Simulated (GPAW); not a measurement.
**Ballistic transport through a W chain with one Se atom in line, cheap and dear**

Aim: T(E), conductance and thermopower of a W chain with one Se atom in line, and what cheaper settings cost in accuracy.

Calculated with GPAW 26.7.0; GPAW LCAO, PAW setups; Landauer transmission from Green's functions with principal layers (ASE), zero bias.

### 1. Set-up

The cell holds 15 atoms: 14 W and 1 Se. Cell: a = 9.000 Å, b = 9.000 Å, c = 33.766 Å, α = 90.0°, β = 90.0°, γ = 90.0°. Regions: left lead, 7 atoms (7 W); channel, 1 atom (1 Se); right lead, 7 atoms (7 W). Vacuum lies along a and b. The structure is stacked along c, and the current runs across the ab planes.

### 2. Double-zeta polarised basis

Localised orbitals split the wire into layers that couple to their neighbours alone, which is what the Green's function method needs; double zeta with polarisation is the usual level for numbers.

run.py

```python
import json
import numpy as np
from ase import Atoms
from ase.transport.calculators import TransportCalculator
from gpaw import GPAW, FermiDirac
from gpaw.lcao.tools import get_lcao_hamiltonian
from scipy.linalg import eigh

# The junction with lead layers at both ends, along the third cell vector
device = Atoms(
    ['W', 'W', 'W', 'W', 'W', 'W', 'W', 'Se', 'W', 'W', 'W', 'W', 'W', 'W', 'W'],
    positions=[
        [4.50000, 4.50000, 1.12500],
        [4.50000, 4.50000, 3.37500],
        [4.50000, 4.50000, 5.62500],
        [4.50000, 4.50000, 7.87500],
        [4.50000, 4.50000, 10.12500],
        [4.50000, 4.50000, 12.37500],
        [4.50000, 4.50000, 14.62500],
        [4.50000, 4.50000, 16.88290],
        [4.50000, 4.50000, 19.14080],
        [4.50000, 4.50000, 21.39080],
        [4.50000, 4.50000, 23.64080],
        [4.50000, 4.50000, 25.89080],
        [4.50000, 4.50000, 28.14080],
        [4.50000, 4.50000, 30.39080],
        [4.50000, 4.50000, 32.64080]],
    cell=[[9.0, 0.0, 0.0], [0.0, 9.0, 0.0], [0.0, 0.0, 33.7658]],
    pbc=True)

# One principal layer of the lead: the first 5 atoms of the device
lead = Atoms(
    ['W', 'W', 'W', 'W', 'W'],
    positions=[
        [4.50000, 4.50000, 1.12500],
        [4.50000, 4.50000, 3.37500],
        [4.50000, 4.50000, 5.62500],
        [4.50000, 4.50000, 7.87500],
        [4.50000, 4.50000, 10.12500]],
    cell=[[9.0, 0.0, 0.0], [0.0, 9.0, 0.0], [0.0, 0.0, 11.25]],
    pbc=True)

settings = dict(mode='lcao', basis='dzp', xc='PBE', h=0.2,
                occupations=FermiDirac(0.1), maxiter=250,
                mixer=dict(beta=0.1, nmaxold=8, weight=100.0),
                convergence=dict(density=0.0001))
energies = np.arange(-2, 2 + 1e-9, 0.05)
eta = 0.0001
n1, n2 = 1, 1
# k and -k transmit alike, so half of the mesh across the current serves
mesh = [(i, j) for i in range(n1) for j in range(n2) if (i, j) <= (-i % n1, -j % n2)]
weights = np.array([1 if (i, j) == (-i % n1, -j % n2) else 2 for i, j in mesh]) / (n1 * n2)

# [... helper functions left out ...]
fermi_lead = ground_state(lead, (1, 1, 10), 'lead.txt')
fermi_device = ground_state(device, (1, 1, 3), 'device.txt')
# [... loop over the mesh left out, but for ...]
        # Shift the lead onto the potential of the device's first layer
        shift = ((H[:, 0, 0] - H0[:, 0, 0]) / S0[0, 0]).real.mean()
# [...]
kT = 8.617333e-5 * 300
bias = [0.1, 0.2, 0.5, 1.0, 1.5, 2.0]
# [... integrals and printing left out ...]
```

Command:

```
$ OMP_NUM_THREADS=1 OPENBLAS_NUM_THREADS=1 python run.py
```

Output:

```text
basis functions: device 419, principal layer 145
Fermi level: lead -2.6609 eV, device -2.7456 eV; lead shifted by 0.0237 eV
largest coupling past the next layer 7.88e-06 eV, largest misfit of the first layer 0.059 eV
  E-E_F (eV)   T (one spin)  [channel counts left out]
    -2.000    1.7658e+00
    -1.950    1.7754e+00
    -1.900    1.7804e+00
    -1.850    1.7845e+00
    -1.800    1.7888e+00
    -1.750    1.7934e+00
    -1.700    1.7983e+00
    -1.650    1.8025e+00
    -1.600    1.8067e+00
    -1.550    1.8099e+00
    -1.500    1.8120e+00
    -1.450    1.8127e+00
    -1.400    1.8119e+00
    -1.350    1.8098e+00
    -1.300    1.8062e+00
    -1.250    1.8015e+00
[...]
1.650    7.6294e-01
     1.700    6.2468e-01
     1.750    5.0999e-01
     1.800    5.1069e-01
     1.850    5.1146e-01
     1.900    5.1245e-01
     1.950    5.1352e-01
     2.000    5.1461e-01
conductance at 300 K: 1.7485 G0 a cell; thermopower 0.3075 uV/K
current from the zero-bias T(E) at 0.1 V: 13.544 uA
current from the zero-bias T(E) at 0.2 V: 27.073 uA
current from the zero-bias T(E) at 0.5 V: 67.404 uA
current from the zero-bias T(E) at 1.0 V: 133.03 uA
current from the zero-bias T(E) at 1.5 V: 195.91 uA
current from the zero-bias T(E) at 2.0 V: 256.33 uA
```

Run time: 2.9 min. Hardware: 1 thread of Arm Neoverse V1, shared host; peak memory 1.3 GiB.

Numbers from this step:

```yaml
conductance: 1.748 G₀
largest_coupling_past_the_next_principal_layer: 7.88e-6 eV
largest_misfit_of_the_first_principal_layer: 0.05919 eV
shift_that_aligns_the_lead: 0.02369 eV
basis_functions_of_the_junction: 419
basis_functions_of_a_principal_layer: 145
transmission_at_the_fermi_level_one_spin: 1.750
```

One spin. Transmission, zone mean against energy, zero at the Fermi level:

energy (eV), transmission, zone mean and a bar from the least value:
```
    -2.00       1.77 #############################
    -1.90       1.78 #############################
    -1.80       1.79 #############################
    -1.70       1.80 ##############################
    -1.55       1.81 ##############################
    -1.45       1.81 ##############################
    -1.35       1.81 ##############################
    -1.25       1.80 ##############################
    -1.15       1.79 #############################
    -1.05       1.77 #############################
    -0.90       1.75 #############################
    -0.80       1.74 ############################
    -0.70       1.73 ############################
    -0.60       1.73 ############################
    -0.50       1.73 ############################
    -0.40       1.74 ############################
    -0.25       1.75 ############################
    -0.15       1.75 #############################
    -0.05       1.75 #############################
     0.00       1.75 #############################
     0.05       1.74 ############################
     0.15       1.73 ############################
     0.25       1.70 ###########################
     0.40       1.64 ##########################
     0.50       1.59 #########################
     0.60       1.53 ########################
     0.70       1.47 ######################
     0.80       1.41 #####################
     0.90       1.35 ###################
     1.05       1.27 ##################
     1.15       1.23 #################
     1.25       1.18 ###############
     1.35       1.12 ##############
     1.45       1.03 ############
     1.55       0.92 ##########
     1.70       0.62 ###
     1.80       0.51 
     1.90       0.51 
     2.00       0.51
```

Not self-consistent under bias; the bias window is split evenly. The current through one cell, from the zero-bias transmission by bias:

```csv
bias (V),"current through one cell, from the zero-bias transmission (μA)"
0.100,13.5
0.200,27.1
0.500,67.4
1.000,133
1.500,196
2.000,256
```

Table of transmission of the three most open eigenchannels by energy, zero at the Fermi level:

```csv
energy (eV),channel 1,channel 2,channel 3
-2.00,0.631,0.631,0.504
-1.85,0.641,0.641,0.499
-1.70,0.651,0.651,0.492
-1.60,0.655,0.655,0.492
-1.45,0.656,0.656,0.495
-1.30,0.650,0.650,0.500
-1.15,0.638,0.638,0.506
-1.05,0.629,0.629,0.510
-0.90,0.615,0.615,0.515
-0.75,0.604,0.604,0.520
-0.60,0.598,0.598,0.523
-0.50,0.596,0.596,0.525
-0.35,0.598,0.598,0.527
-0.20,0.602,0.602,0.528
-0.05,0.603,0.603,0.526
0.00,0.602,0.602,0.526
0.05,0.600,0.600,0.525
0.20,0.588,0.588,0.521
0.35,0.564,0.564,0.517
0.50,0.530,0.530,0.512
0.60,0.509,0.502,0.502
0.75,0.503,0.459,0.459
0.90,0.498,0.418,0.418
1.05,0.494,0.382,0.382
1.15,0.492,0.359,0.359
1.30,0.489,0.321,0.321
1.45,0.488,0.264,0.264
1.60,0.490,0.173,0.173
1.70,0.492,0.0577,0.0577
1.85,0.497,0.0145,3.2e-5
2.00,0.503,0.0113,1.9e-6
```

Couplings past the next layer reach 7.9e-6 eV, small enough to drop; the matrix elements of the cell's first layer differ from the bulk lead's by up to 0.059 eV. That layer keeps its own values in the calculation, and only beyond it is the lead taken as perfect. The Fermi levels of lead and junction count from different zeros of potential, one for each periodic cell; with both set to zero, the small remaining shift is what aligns them. Without spin-orbit coupling, which is large for these atoms, channel counts and T are those of the scalar-relativistic bands. By hand: G = 1.748 × 77.48 μS = 135 μS, a resistance of 7.38 kΩ; at 0.1 V a linear junction would pass 13.5 μA, and the integral over the bias window gives 13.5 μA.

### 3. Single-zeta polarised basis

One radial function a shell plus polarisation makes the matrices smaller; the question is what that costs.

run.py: that of step 2 with these lines changed.

```diff
@@ -42,3 +42,3 @@
 
-settings = dict(mode='lcao', basis='dzp', xc='PBE', h=0.2,
+settings = dict(mode='lcao', basis='szp(dzp)', xc='PBE', h=0.2,
                 occupations=FermiDirac(0.1), maxiter=250,
```

Output:

```text
basis functions: device 233, principal layer 80
Fermi level: lead -2.6334 eV, device -2.7360 eV; lead shifted by 0.0185 eV
largest coupling past the next layer 7.88e-06 eV, largest misfit of the first layer 0.066 eV
  E-E_F (eV)   T (one spin)  [channel counts left out]
    -2.000    1.7704e+00
    -1.950    1.7817e+00
    -1.900    1.7932e+00
    -1.850    1.8042e+00
    -1.800    1.8144e+00
    -1.750    1.8236e+00
    -1.700    1.8316e+00
    -1.650    1.8378e+00
    -1.600    1.8425e+00
    -1.550    1.8454e+00
    -1.500    1.8467e+00
    -1.450    1.8461e+00
    -1.400    1.8439e+00
    -1.350    1.8400e+00
    -1.300    1.8347e+00
    -1.250    1.8281e+00
[...]
1.650    8.3982e-01
     1.700    7.5341e-01
     1.750    5.8530e-01
     1.800    4.9051e-01
     1.850    4.8959e-01
     1.900    4.8885e-01
     1.950    4.8821e-01
     2.000    4.8774e-01
conductance at 300 K: 1.7554 G0 a cell; thermopower 0.4395 uV/K
current from the zero-bias T(E) at 0.1 V: 13.598 uA
current from the zero-bias T(E) at 0.2 V: 27.178 uA
current from the zero-bias T(E) at 0.5 V: 67.64 uA
current from the zero-bias T(E) at 1.0 V: 133.35 uA
current from the zero-bias T(E) at 1.5 V: 196.26 uA
current from the zero-bias T(E) at 2.0 V: 256.78 uA
```

It took 93 s on 1 thread; peak memory 1.3 GiB.

Numbers from this step:

```
conductance                                 : 1.755 G₀
largest misfit of the first principal layer : 0.06597 eV
shift that aligns the lead                  : 0.01849 eV
basis functions of the junction             : 233
basis functions of a principal layer        : 80
transmission at the Fermi level (one spin)  : 1.757
```

One spin. The transmission, zone mean by energy, zero at the Fermi level:

```csv
energy (eV),"transmission, zone mean"
-2.000,1.77
-1.800,1.81
-1.600,1.84
-1.500,1.85
-1.400,1.84
-1.200,1.82
-1.000,1.78
-0.800,1.75
-0.600,1.74
-0.400,1.75
-0.200,1.76
0.000,1.76
0.200,1.72
0.400,1.63
0.600,1.52
0.800,1.40
1.000,1.30
1.200,1.21
1.400,1.10
1.600,0.908
1.800,0.491
2.000,0.488
```

Not self-consistent under bias; the bias window is split evenly. Table of current through one cell, from the zero-bias transmission by bias:

```csv
bias (V),"current through one cell, from the zero-bias transmission (μA)"
0.100,13.6
0.200,27.2
0.500,67.6
1.000,133
1.500,196
2.000,257
```

Table of transmission of the three most open eigenchannels by energy, zero at the Fermi level:

```csv
energy (eV),channel 1,channel 2,channel 3
-2.000,0.650,0.650,0.469
-1.800,0.665,0.665,0.481
-1.600,0.674,0.674,0.489
-1.400,0.670,0.670,0.496
-1.200,0.655,0.655,0.502
-1.000,0.634,0.634,0.507
-0.800,0.616,0.616,0.512
-0.600,0.607,0.607,0.515
-0.400,0.608,0.608,0.517
-0.200,0.613,0.613,0.517
0.000,0.612,0.612,0.514
0.200,0.595,0.595,0.508
0.400,0.558,0.558,0.500
0.600,0.506,0.506,0.492
0.800,0.485,0.449,0.449
1.000,0.481,0.400,0.400
1.200,0.480,0.358,0.358
1.400,0.481,0.305,0.305
1.600,0.482,0.208,0.208
1.800,0.481,0.00922,1.3e-4
2.000,0.480,0.00770,5.0e-8
```

The conductance, 1.76 G₀, lies 0.4 % above that of the dzp run.

### 4. GPAW, sz: basis = "sz(dzp)"

The minimal basis is the cheapest rung: no second zeta and no polarisation.

run.py: that of step 3 with these lines changed.

```diff
@@ -42,3 +42,3 @@
 
-settings = dict(mode='lcao', basis='szp(dzp)', xc='PBE', h=0.2,
+settings = dict(mode='lcao', basis='sz(dzp)', xc='PBE', h=0.2,
                 occupations=FermiDirac(0.1), maxiter=250,
```

Output:

```text
basis functions: device 186, principal layer 65
Fermi level: lead -2.6777 eV, device -2.7722 eV; lead shifted by 0.0189 eV
largest coupling past the next layer 7.88e-06 eV, largest misfit of the first layer 0.068 eV
  E-E_F (eV)   T (one spin)  [channel counts left out]
    -2.000    1.5902e+00
    -1.950    1.6051e+00
    -1.900    1.6202e+00
[...]
1.950    4.5196e-01
     2.000    4.5269e-01
conductance at 300 K: 1.6065 G0 a cell; thermopower 0.5008 uV/K
current from the zero-bias T(E) at 0.1 V: 12.445 uA
current from the zero-bias T(E) at 0.2 V: 24.874 uA
current from the zero-bias T(E) at 0.5 V: 61.911 uA
current from the zero-bias T(E) at 1.0 V: 122.07 uA
current from the zero-bias T(E) at 1.5 V: 179.6 uA
current from the zero-bias T(E) at 2.0 V: 234.83 uA
```

The job ended after 78 s (1 thread; peak memory 1.2 GiB).

This step gave:

```yaml
conductance: 1.607 G₀
largest_misfit_of_the_first_principal_layer: 0.06849 eV
shift_that_aligns_the_lead: 0.01887 eV
basis_functions_of_the_junction: 186
basis_functions_of_a_principal_layer: 65
transmission_at_the_fermi_level_one_spin: 1.608
```

One spin. Table of transmission, zone mean by energy, zero at the Fermi level:

```csv
energy (eV),"transmission, zone mean"
-2.00,1.59
-1.85,1.63
-1.70,1.67
-1.60,1.69
-1.45,1.70
-1.30,1.69
-1.15,1.67
-1.05,1.66
-0.90,1.63
-0.75,1.61
-0.60,1.60
-0.50,1.60
-0.35,1.61
-0.20,1.61
-0.05,1.61
0.00,1.61
0.05,1.60
0.20,1.57
0.35,1.51
0.50,1.44
0.60,1.38
0.75,1.29
0.90,1.21
1.05,1.13
1.15,1.09
1.30,1.04
1.45,0.961
1.60,0.845
1.70,0.715
1.85,0.451
2.00,0.453
```

The conductance, 1.61 G₀, lies 8.1 % below that of the dzp run.

### 5. RPBE in the dzp basis: xc = "RPBE"

Back in the dzp basis, the functional changes from PBE to RPBE, to set the spread between functionals beside that between bases.

run.py: that of step 4 with these lines changed.

```diff
@@ -42,3 +42,3 @@
 
-settings = dict(mode='lcao', basis='sz(dzp)', xc='PBE', h=0.2,
+settings = dict(mode='lcao', basis='dzp', xc='RPBE', h=0.2,
                 occupations=FermiDirac(0.1), maxiter=250,
```

Output:

```text
basis functions: device 419, principal layer 145
Fermi level: lead -2.5811 eV, device -2.6633 eV; lead shifted by 0.0247 eV
largest coupling past the next layer 7.82e-06 eV, largest misfit of the first layer 0.060 eV
  E-E_F (eV)   T (one spin)  [channel counts left out]
    -2.000    1.7565e+00
    -1.950    1.7658e+00
    -1.900    1.7717e+00
[...]
1.950    5.1083e-01
     2.000    5.1178e-01
conductance at 300 K: 1.7389 G0 a cell; thermopower 0.3425 uV/K
current from the zero-bias T(E) at 0.1 V: 13.47 uA
current from the zero-bias T(E) at 0.2 V: 26.925 uA
current from the zero-bias T(E) at 0.5 V: 67.034 uA
current from the zero-bias T(E) at 1.0 V: 132.22 uA
current from the zero-bias T(E) at 1.5 V: 194.64 uA
current from the zero-bias T(E) at 2.0 V: 254.56 uA
```

Elapsed: 3 min, on 1 thread; peak memory 1.3 GiB.

This step gave:

* conductance: 1.739 G₀
* largest coupling past the next principal layer: 7.82e-6 eV
* largest misfit of the first principal layer: 0.05956 eV
* shift that aligns the lead: 0.02469 eV
* basis functions of the junction: 419
* basis functions of a principal layer: 145
* transmission at the Fermi level (one spin): 1.740

The conductance, 1.74 G₀, lies 0.5 % below that of the dzp run.

### 6. The ladder

Times are for 1 thread of Arm Neoverse V1, shared host. Results by setting:

```csv
no.,run,conductance (G₀),time,memory (GiB)
1,dzp,1.748,2.9 min,1.3
2,szp,1.755,93 s,1.3
3,sz,1.607,78 s,1.2
4,dzp RPBE,1.739,3 min,1.3
```

### 7. Comparison

The curves are compared point by point over the common energies.

This step: comparison of transmission and cost over codes and levels (GPAW 26.7.0).

Ladder, by row:

```csv
step,code,T at the Fermi level (sum over the listed spins),conductance (G0),r.m.s. T(E) from the first,wall time (s),peak memory (GiB),threads
dzp,GPAW,1.75,1.748,0,175.2,1.34,1
szp,GPAW,1.757,1.755,0.02695,93.45,1.26,1
sz,GPAW,1.608,1.607,0.1265,78.18,1.22,1
dzp-RPBE,GPAW,1.74,1.739,0.01593,181.7,1.34,1
```

The transmission, zone mean, sum over the listed spins by energy, zero at the Fermi level:

```csv
energy (eV),dzp,szp,sz,dzp-RPBE
-2.00,1.77,1.77,1.59,1.76
-1.85,1.78,1.80,1.63,1.78
-1.70,1.80,1.83,1.67,1.79
-1.50,1.81,1.85,1.70,1.81
-1.45,1.81,1.85,1.70,1.81
-1.35,1.81,1.84,1.70,1.80
-1.20,1.80,1.82,1.68,1.79
-1.05,1.77,1.79,1.66,1.77
-0.90,1.75,1.77,1.63,1.74
-0.70,1.73,1.74,1.61,1.72
-0.55,1.73,1.74,1.60,1.72
-0.40,1.74,1.75,1.61,1.73
-0.25,1.75,1.76,1.61,1.74
-0.10,1.75,1.76,1.61,1.74
0.00,1.75,1.76,1.61,1.74
0.10,1.74,1.74,1.59,1.73
0.25,1.70,1.70,1.55,1.69
0.40,1.64,1.63,1.49,1.63
0.55,1.56,1.55,1.41,1.55
0.70,1.47,1.46,1.32,1.45
0.90,1.35,1.34,1.21,1.34
1.05,1.27,1.27,1.13,1.26
1.20,1.20,1.21,1.07,1.19
1.35,1.12,1.14,1.01,1.10
1.50,0.983,1.02,0.927,0.965
1.70,0.625,0.753,0.715,0.549
1.85,0.511,0.490,0.451,0.509
2.00,0.515,0.488,0.453,0.512
```

(Continued in part 2 of 2.)

[Logs are printed without paths, hosts, clocks, repeated set-up lines and the standing remarks that a program may print on its own settings, such as how far it seeks lower states.]

[Hosts, paths, dates, database ids (printed as entryN), source tags and the programs' standing remarks are cut or masked in the printed files.]
